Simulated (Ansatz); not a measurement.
# I on Cu(100): change of the work function, part 2 of 2

How does one ordered layer of I (hollow site) change the work function of Cu(100), and what dipole does each adsorbate carry?

Ansatz 0.2.0; plane-wave DFT, PBE, Ansatz PAW.

So far, work function, upper face (eV): step 2 (the clean slab) 4.57.

### Step 3. Adsorbate added

System of this step: Cu16I (I/Cu(100)). The cell holds 17 atoms: 16 Cu and 1 I. Cell: a = 5.105 Å, b = 5.105 Å, c = 25.547 Å, α = 90.0°, β = 90.0°, γ = 90.0°. Vacuum lies along c.

The clean slab as it ended is repeated in the plane and the adsorbate is set on one face; the cell's size fixes the coverage, and the k-mesh shrinks with it to keep the sampling density about even. Adsorbate and upper layers relax, since the dipole depends on the height.

File input.yaml:

```yaml
crystal:
  lattice:
    - [5.1053109602, 0.0, 0.0]
    - [0.0, 5.1053109602, 0.0]
    - [0.0, 0.0, 25.547131342]
  atoms:
    - { symbol: Cu, position: [0.25, 0.25, 0.352290043] }
    - { symbol: Cu, position: [0.0, 0.0, 0.4229437684] }
    - { symbol: Cu, position: [0.25, 0.25, 0.4948238503] }
    - { symbol: Cu, position: [0.0, 0.0, 0.5643674501] }
    - { symbol: Cu, position: [0.25, 0.75, 0.352290043] }
    - { symbol: Cu, position: [0.0, 0.5, 0.4229437684] }
    - { symbol: Cu, position: [0.25, 0.75, 0.4948238503] }
    - { symbol: Cu, position: [0.0, 0.5, 0.5643674501] }
    - { symbol: Cu, position: [0.75, 0.25, 0.352290043] }
    - { symbol: Cu, position: [0.5, 0.0, 0.4229437684] }
    - { symbol: Cu, position: [0.75, 0.25, 0.4948238503] }
    - { symbol: Cu, position: [0.5, 0.0, 0.5643674501] }
    - { symbol: Cu, position: [0.75, 0.75, 0.352290043] }
    - { symbol: Cu, position: [0.5, 0.5, 0.4229437684] }
    - { symbol: Cu, position: [0.75, 0.75, 0.4948238503] }
    - { symbol: Cu, position: [0.5, 0.5, 0.5643674501] }
    - { symbol: I, position: [0.25, 0.25, 0.647709957] }
kpoints:
  mp_grid: { grid: [6, 6, 1] }
hamiltonian:
  xc: pbe
scf:
  occupations: { method: fermi_dirac, width: 0.1 }
  convergence: { dr2_threshold: 1.0e-08 }
efield:
  axis: 3
  dipole_correction: true
  ramp_position: 0.97
  ramp_width: 0.06
relax:
  f_tol: 0.02
  max_steps: 60
  constraints: [{ sites: [0, 1, 4, 5, 8, 9, 12, 13] }]
output:
  dos: { projected: true, e_range: [-8, 4] }
  write_potential: true
  write_density: true
  volumetric_format: npy
  elf: true
```

The run is started by

```console
$ ansatz run input.yaml --threads 4 --pin off --max-ram 6144MiB --backend cpu --events-out ev --progress --plain --runs-dir out
```

Output:

```text
[...]
Crystal: 17 atoms, lattice volume = 665.866 Å³
Basis set: ecut = 420 eV, 12981 PW (Γ), exchange–correlation on 72×72×360 points (8 copies of the dense FFT grid, shifted against one another)
Bands: 193, of which v1, the nominal top of the filled ones, is band 161 counted from 1 (160 counted from 0)
Symmetry: 8 space group operations
[...]
k-points: 10 of 36
[...]
SCF iter   1: F=—  HF=-113512.406976 eV  |F-HF|=—  |Δ(HF+E_count)|=         —  Δρ=2.11e-3  dr2=6.06e-2  ethr=1.77e-3  p=-0.009 e·Å  D=-2.40e-3 V/Å  ΔV_dip=0.06 eV  dr2_dipole=1.04e-2  V_vac-E_F(+/−)=4.51/4.45 eV  ⟨swp⟩=9.3  Hψ=8870  notcnv=0  defer=113
[...]
SCF iter  12: F=-113512.427565 eV  HF=-113512.427565 eV  |F-HF|=7.81e-8  |Δ(HF+E_count)|=   8.44e-8  Δρ=8.78e-7  dr2=3.24e-9  ethr=3.12e-12  p=0.002 e·Å  D=6.21e-4 V/Å  ΔV_dip=-0.02 eV  dr2_dipole=1.85e-12  V_vac-E_F(+/−)=4.52/4.54 eV  ⟨swp⟩=8.4  Hψ=11584  notcnv=0
SCF 1 converged in 12 iterations: F = -113512.427565 eV  dr2 = 3.24e-9
[...]
relax step   1: F+E_penalty+E_count = -113512.42756492 eV  Δ(F+E_penalty+E_count) = +0.000e0 eV  max|allowed force component| = 3.292e-1 eV/Å  Δτ_max = 0.0000 Å  (12 SCF iters, accepted)
[...]
SCF iter  10: F=-113512.448027 eV  HF=-113512.448027 eV  |F-HF|=8.20e-8  |Δ(HF+E_count)|=   5.85e-8  Δρ=1.06e-6  dr2=6.36e-9  ethr=3.12e-12  p=0.019 e·Å  D=5.07e-3 V/Å  ΔV_dip=-0.13 eV  dr2_dipole=2.96e-10  V_vac-E_F(+/−)=4.41/4.54 eV  ⟨swp⟩=13.6  Hψ=14508  notcnv=0
SCF 2 converged in 10 iterations: F = -113512.448027 eV  dr2 = 6.36e-9
[...]
relax step   2: F+E_penalty+E_count = -113512.44802706 eV  Δ(F+E_penalty+E_count) = -2.046e-2 eV  max|allowed force component| = 2.408e-1 eV/Å  Δτ_max = 0.0525 Å  (10 SCF iters, accepted)
SCF iter   1: F=—  HF=-113512.463684 eV  |F-HF|=—  |Δ(HF+E_count)|=         —  Δρ=1.77e-3  dr2=1.03e-2  ethr=9.03e-5  p=0.019 e·Å  D=5.07e-3 V/Å  ΔV_dip=-0.13 eV  dr2_dipole=1.47e-4  V_vac-E_F(+/−)=4.41/4.54 eV  ⟨swp⟩=3.1  Hψ=3471  notcnv=0  defer=188
[...]
SCF iter  10: F=-113512.459212 eV  HF=-113512.459212 eV  |F-HF|=5.00e-8  |Δ(HF+E_count)|=   2.65e-8  Δρ=1.23e-6  dr2=7.05e-9  ethr=3.12e-12  p=0.022 e·Å  D=5.97e-3 V/Å  ΔV_dip=-0.15 eV  dr2_dipole=9.04e-11  V_vac-E_F(+/−)=4.39/4.55 eV  ⟨swp⟩=11.8  Hψ=14456  notcnv=0
SCF 3 converged in 10 iterations: F = -113512.459212 eV  dr2 = 7.05e-9
relax step   3: F+E_penalty+E_count = -113512.45921235 eV  Δ(F+E_penalty+E_count) = -1.119e-2 eV  max|allowed force component| = 1.683e-2 eV/Å  Δτ_max = 0.0332 Å  (10 SCF iters, accepted)
NSCF: frozen V_eff on 10 k-points
[...]
SCF converged after 10 iterations
Free energy (F): -113512.459212 eV
[...]
Internal energy: -113512.262385 eV  (E = F + TS)
E sigma→0 (E₀):  -113512.360799 eV
Entropy (-TS):   -0.196827 eV (-11.578 meV/atom)
Fermi energy:    2.269989 eV
Dipole field:    D = 0.005967 V/Å  (p = 0.021959 e·Å, saw-weighted, corrected)
Work function:   Φ+ = 4.3932 eV   Φ− = 4.5456 eV
[...]
--- Forces (eV/Å), atoms counted from 1 ---
  atom   1  Cu    -0.00000000     0.00000000     0.15718227
  atom   2  Cu    -0.05024379    -0.05024379    -0.12336760
  atom   3  Cu    -0.00000000     0.00000000     0.01407208
  atom   4  Cu     0.01683296     0.01683296    -0.00082369
  atom   5  Cu    -0.00000000     0.00000000     0.10795731
  atom   6  Cu    -0.05024379     0.05024379    -0.12336760
  atom   7  Cu    -0.00000000     0.00000000    -0.00483279
  atom   8  Cu     0.01683296    -0.01683296    -0.00082369
  atom   9  Cu    -0.00000000     0.00000000     0.10795731
  atom  10  Cu     0.05024379    -0.05024379    -0.12336760
  atom  11  Cu    -0.00000000     0.00000000    -0.00483279
  atom  12  Cu    -0.01683296     0.01683296    -0.00082369
  atom  13  Cu     0.00000000     0.00000000     0.12189945
  atom  14  Cu     0.05024379     0.05024379    -0.12336760
  atom  15  Cu     0.00000000     0.00000000     0.01256235
  atom  16  Cu    -0.01683296    -0.01683296    -0.00082369
  atom  17  I     -0.00000000     0.00000000    -0.01518754
  max |Σ_I F_I| component: 1.25e-5 eV/Å
--- Band table (eV; the first three rows and the last of 10) ---
  k-point 0: bands = [... 157 lower, 1.9015, 1.9196, 1.9196, 2.0268, 2.1079, 2.2434, 2.2434, 2.9818, ... 28 higher]
  k-point 1: bands = [... 157 lower, 1.1607, 2.1212, 2.1719, 2.1822, 2.5077, 2.5525, 3.1975, 3.6545, ... 28 higher]
  k-point 2: bands = [... 157 lower, 1.3790, 2.2859, 2.5043, 2.5331, 2.9293, 3.2598, 3.6253, 3.6589, ... 28 higher]
  k-point 9: bands = [... 157 lower, 1.0859, 1.3748, 1.3748, 1.7037, 2.4389, 2.8838, 2.8838, 3.4032, ... 28 higher]
--- Relaxed structure (3 steps of the walk, 3 accepted, 0 SCFs on fresh bases) ---
  F+E_penalty+E_count = -113512.45921235 eV   max|allowed force component| = 1.683e-2 eV/Å
  atoms:
    - { symbol: Cu, position: [0.25, 0.25, 0.352290] }
    - { symbol: Cu, position: [0.0, 0.0, 0.422944] }
    - { symbol: Cu, position: [0.25, 0.25, 0.493691] }
    - { symbol: Cu, position: [-0.00238987, -0.00238987, 0.565563] }
    - { symbol: Cu, position: [0.25, 0.750000, 0.352290] }
    - { symbol: Cu, position: [0.0, 0.5, 0.422944] }
    - { symbol: Cu, position: [0.25, 0.750000, 0.494746] }
    - { symbol: Cu, position: [-0.00238987, 0.502390, 0.565563] }
    - { symbol: Cu, position: [0.750000, 0.25, 0.352290] }
    - { symbol: Cu, position: [0.5, 0.0, 0.422944] }
    - { symbol: Cu, position: [0.750000, 0.25, 0.494746] }
    - { symbol: Cu, position: [0.502390, -0.00238987, 0.565563] }
    - { symbol: Cu, position: [0.750000, 0.750000, 0.352290] }
    - { symbol: Cu, position: [0.5, 0.5, 0.422944] }
    - { symbol: Cu, position: [0.750000, 0.750000, 0.496737] }
    - { symbol: Cu, position: [0.502390, 0.502390, 0.565563] }
    - { symbol: I, position: [0.25, 0.25, 0.645730] }
```

Elapsed: 81 s, on 4 threads of Intel Xeon Platinum 8488C (Sapphire Rapids), shared host; peak memory 3.4 GiB; 5.3 min of CPU time.

Step by step:

| step | energy less that of the first step (eV) | largest force component (eV/Å) |
| --- | --- | --- |
| 1 | 0.0000 | 0.3292 |
| 2 | -0.0205 | 0.2408 |
| 3 | -0.0316 | 0.0168 |

The run keeps the 8 symmetry operations that the program found, so distortions that break them were not tested.

The atoms that moved most (Å):

| atom | dx | dy | dz | length |
| --- | --- | --- | --- | --- |
| I17 | 0.000 | 0.000 | -0.051 | 0.051 |
| Cu15 | 0.000 | 0.000 | 0.049 | 0.049 |
| Cu16 | 0.012 | 0.012 | 0.031 | 0.035 |
| Cu8 | -0.012 | 0.012 | 0.031 | 0.035 |
| Cu12 | 0.012 | -0.012 | 0.031 | 0.035 |
| Cu4 | -0.012 | -0.012 | 0.031 | 0.035 |
| Cu3 | 0.000 | 0.000 | -0.029 | 0.029 |

Final coordinates:

```xyz
17
Lattice="5.1053 0.0000 0.0000 0.0000 5.1053 0.0000 0.0000 0.0000 25.5471" Properties=species:S:1:pos:R:3
Cu    1.2763    1.2763    9.0000
Cu    0.0000    0.0000   10.8050
Cu    1.2763    1.2763   12.6124
Cu   -0.0122   -0.0122   14.4485
Cu    1.2763    3.8290    9.0000
Cu    0.0000    2.5527   10.8050
Cu    1.2763    3.8290   12.6393
Cu   -0.0122    2.5649   14.4485
Cu    3.8290    1.2763    9.0000
Cu    2.5527    0.0000   10.8050
Cu    3.8290    1.2763   12.6393
Cu    2.5649   -0.0122   14.4485
Cu    3.8290    3.8290    9.0000
Cu    2.5527    2.5527   10.8050
Cu    3.8290    3.8290   12.6902
Cu    2.5649    2.5649   14.4485
I     1.2763    1.2763   16.4966
```

Numbers from this step:

```
energy at zero smearing        : -113512.3608 eV
work function, upper face      : 4.393 eV
work function, lower face      : 4.546 eV
dipole along the normal        : 0.02196 e·Å
step between the vacuum levels : -0.1525 eV
```

Running mean over 1.805 Å of the planar mean; the ramp of the sawtooth is left out. Electron's electrostatic potential energy less the Fermi level against z:

| z (Å) | electron's electrostatic potential energy less the Fermi level (eV) |
| --- | --- |
| 3.0 | 4.55 |
| 3.5 | 4.55 |
| 4.0 | 4.55 |
| 4.5 | 4.54 |
| 5.0 | 4.54 |
| 5.5 | 4.54 |
| 6.0 | 4.51 |
| 6.5 | 4.41 |
| 7.0 | 4.07 |
| 7.5 | 2.68 |
| 8.0 | -1.46 |
| 8.5 | -6.21 |
| 9.0 | -8.31 |
| 9.5 | -8.64 |
| 10.0 | -8.73 |
| 10.5 | -8.79 |
| 11.0 | -8.73 |
| 11.5 | -8.51 |
| 12.0 | -8.50 |
| 12.5 | -8.69 |
| 13.0 | -8.74 |
| 13.5 | -8.73 |
| 14.0 | -8.73 |
| 14.5 | -8.52 |
| 15.0 | -6.71 |
| 15.5 | -2.77 |
| 16.0 | 0.233 |
| 16.5 | 0.861 |
| 17.0 | 1.65 |
| 17.5 | 2.58 |
| 18.0 | 3.53 |
| 18.5 | 4.17 |
| 19.0 | 4.34 |
| 19.5 | 4.38 |
| 20.0 | 4.39 |
| 20.5 | 4.39 |
| 21.0 | 4.39 |
| 21.5 | 4.39 |
| 22.0 | 4.39 |
| 22.5 | 4.39 |

The density of states has structure finer than the step of the table below, so its rows give means over 0.25 eV. Peaks (eV: height): -3.610: 79.2, -2.800: 88.0, -2.740: 95.0, -2.320: 88.9, -1.740: 93.6, -1.650: 85.2, -1.500: 89.3.

Table of density of states by energy, zero at the Fermi level; means over each step:

| energy (eV) | density of states (states/eV a cell) |
| --- | --- |
| -7.75 | 1.13 |
| -7.50 | 1.20 |
| -7.25 | 1.44 |
| -7.00 | 2.72 |
| -6.75 | 3.07 |
| -6.50 | 1.98 |
| -6.25 | 2.67 |
| -6.00 | 3.33 |
| -5.75 | 4.25 |
| -5.50 | 4.30 |
| -5.25 | 5.72 |
| -5.00 | 9.13 |
| -4.75 | 12.3 |
| -4.50 | 21.1 |
| -4.25 | 19.8 |
| -4.00 | 38.8 |
| -3.75 | 35.2 |
| -3.50 | 33.1 |
| -3.25 | 44.3 |
| -3.00 | 43.3 |
| -2.75 | 69.9 |
| -2.50 | 49.8 |
| -2.25 | 68.7 |
| -2.00 | 64.2 |
| -1.75 | 77.8 |
| -1.50 | 59.3 |
| -1.25 | 14.7 |
| -1.00 | 6.90 |
| -0.75 | 6.17 |
| -0.50 | 4.42 |
| -0.25 | 6.43 |
| 0.00 | 5.90 |
| 0.25 | 6.06 |
| 0.50 | 5.55 |
| 0.75 | 4.19 |
| 1.00 | 4.82 |
| 1.25 | 3.21 |
| 1.50 | 5.35 |
| 1.75 | 5.48 |

Projected DOS per atom over height of the atomic layer and energy from the Fermi level. Layers: Cu4 Cu4 Cu4 Cu4 I from below.

Ten even steps from '0' (0.01 states/eV) to '9' (5.65 states/eV), each cell a mean:
```
00000
00000
00000
00000
00000
00000
00000
64442
96680
85570
56660
35542
23434
14312
02212
00101
00000
00000
00000
00000
00000
00000
```
Columns: height of the atomic layer (Å) from 9 to 16.5 (not evenly spaced); rows upwards: energy from the Fermi level (eV) from -7.96 to 1.95.

Electrostatic potential energy in the ca plane at fractional y = 0.250, with atoms of Cu and I within 0.2 Å of it. With pseudopotentials it is smooth inside the atoms' cores, unlike the true potential.

Values in eV, 8 rows by 16 columns, each cell a mean:
```
  4 -10  -1   3   0 -11   2   3   5   5   6   7   7   7   7   7
  0 -43 -18   5 -14 -45  -2   5   6   7   7   7   7   7   7   7
  2 -37 -13   4 -10 -39   0   5   6   6   7   7   7   7   7   7
  5  -2   2   2   2  -2   3   2   4   4   6   7   7   7   7   7
  4 -10  -1   3   0 -11   2   2  -7 -12   3   6   7   7   7   7
  0 -43 -18   5 -15 -45  -1   3 -10  -3  -3   6   7   7   7   7
  2 -37 -13   4 -11 -38   0   3 -11  -7  -2   6   7   7   7   7
  5  -2   2   2   2  -2   3   2  -2  -7   4   7   7   7   7   7
```
Columns run along c (16.0 Å, from fractional 0.29 to 0.92 of the cell; values clipped at the 3rd and 97th percentile), rows up along a (5.1 Å). Atoms in or near the plane, at fractional coordinates: Cu at (0.35, 0.25), Cu at (0.49, 0.25), Cu at (0.35, 0.75), Cu at (0.49, 0.75), I at (0.65, 0.25).

Valence density in the ca plane at fractional y = 0.250, with atoms of Cu and I within 0.2 Å of it. It is the smooth field of the valence electrons, not physical close to the nuclei.

Ten steps, logarithmic in the rise over the least value, from '0' (0 e/Å³) to '9' (43 e/Å³), each cell a mean:
```
00011110000001111000000000000000000000000000
00134421000013442100000000000000000000000000
00269841000026984100000000000000000000000000
00279841000027994100000000000000000000000000
00147631000014763100000000000000000000000000
00012210000011221000000000000000000000000000
00001100011000110001000000000000000000000000
00011110000001111000001112110000000000000000
00134421000013441000001244321000000000000000
00269841000026983100001367621000000000000000
00279841000137984100001477631000000000000000
00147631000025762100001356521000000000000000
00012210000011221000001122210000000000000000
00001100011001110000000111100000000000000000
```
Columns run along c (16.0 Å, from fractional 0.29 to 0.92 of the cell), rows up along a (5.1 Å). Atoms in or near the plane, at fractional coordinates: Cu at (0.35, 0.25), Cu at (0.49, 0.25), Cu at (0.35, 0.75), Cu at (0.49, 0.75), I at (0.65, 0.25).

ELF in the ca plane at fractional y = 0.250, with atoms of Cu and I within 0.2 Å of it. It is the smooth field of the valence electrons, not physical close to the nuclei.

Ten even steps from '0' (0.00) to '9' (0.80), each cell a mean:
```
12222223322332222332222467775310000000000000
11123222223322322233221122321100000000000000
11248622222224862233221000000000000000000000
11259732222225983233221000000000000000000000
11235422223223542233221111110000000000000000
12222223322322222332222245654210000000000000
12222233222332223332223689987521000000000000
12222223322332222322236888899742000000000000
11123222223222322222247766789853100000000000
11248622222224862222246633489963100000000000
11259732222225972222246533379963100000000000
11235422223223542222247654689863100000000000
12222223322322222322236777899852100000000000
12222233222332223332224789998631000000000000
```
Columns run along c (16.0 Å, from fractional 0.29 to 0.92 of the cell), rows up along a (5.1 Å). Atoms in or near the plane, at fractional coordinates: Cu at (0.35, 0.25), Cu at (0.49, 0.25), Cu at (0.35, 0.75), Cu at (0.49, 0.75), I at (0.65, 0.25).

The relaxation took 3 steps and lowered the energy by 0.032 eV; the largest force on the free atoms ends at 0.017 eV/Å.

By hand: a sheet of dipoles makes a step −p/(ε₀A) in the electron's potential. With e/ε₀ = 180.95 V·Å, p = 0.02196 e·Å and A = 26.06 Å², that is −180.95 × (0.02196) / 26.06 = -0.152 eV, and the two vacuum levels of the run differ by -0.152 eV.

The covered face has 4.39 eV, -0.18 eV against the clean one; the bare back face has moved by -0.04 eV, a measure of how thin the slab is.

### Step 4. Work function against coverage

This step: plane-wave DFT, PBE, Ansatz PAW; work function against coverage (Ansatz 0.2.0).

The runs are now put side by side.

This step gave:

```yaml
work_function_of_the_clean_face: 4.571 eV
largest_change_of_the_work_function: -0.1775 eV
```

Work function of the covered face against coverage:

| coverage (adsorbates/nm²) | work function of the covered face (eV) |
| --- | --- |
| 0.00 | 4.57 |
| 3.84 | 4.39 |

The dipole per adsorbate comes from the change of the cell's dipole. Coverage, by row:

| coverage (1/nm²) | coverage (ML) | work function (eV) | change (eV) | dipole per adsorbate, positive end outwards (debye) | mean height of the added atoms over the highest substrate atom (Å) |
| --- | --- | --- | --- | --- | --- |
| 3.837 | 0.25 | 4.393 | -0.1775 | 0.098 | 2.048 |

### Step 5. What came out

| Item | Value |
| --- | --- |
| work function of the clean face | 4.57 eV |
| work function at 0.25 ML | 4.39 eV |
| dipole per adsorbate at 0.25 ML, positive end outwards | 0.10 D |

In words: I lowers the work function of Cu(100) at the lowest coverage, by 0.18 eV: the adsorbate layer has its positive end outwards. One coverage alone was completed, so no trend follows. The slab has 4 layers, at the tabulated experimental lattice constant, one starting site was run, and quantum-size effects of a slab this thin can reach one or two tenths of an eV.

[Long decimals in the printed logs are rounded to 6 places.]

[Logs are printed without paths, hosts, clocks, repeated set-up lines and the standing remarks that a program may print on its own settings, such as how far it seeks lower states.]

[Hosts, paths, dates, database ids (printed as entryN), source tags and the programs' standing remarks are cut or masked in the printed files.]

[Maps of the electrostatic potential energy from Ansatz leave out the sawtooth potential of an applied field or a dipole correction, so their vacuum need not be flat; planar profiles and work functions include it.]

[The density of states shown here was stored with 400 of the rows of the run's finer table, so its peaks can read low, often by over a quarter, or be missed, and its means over a window can be off by a tenth or more.]
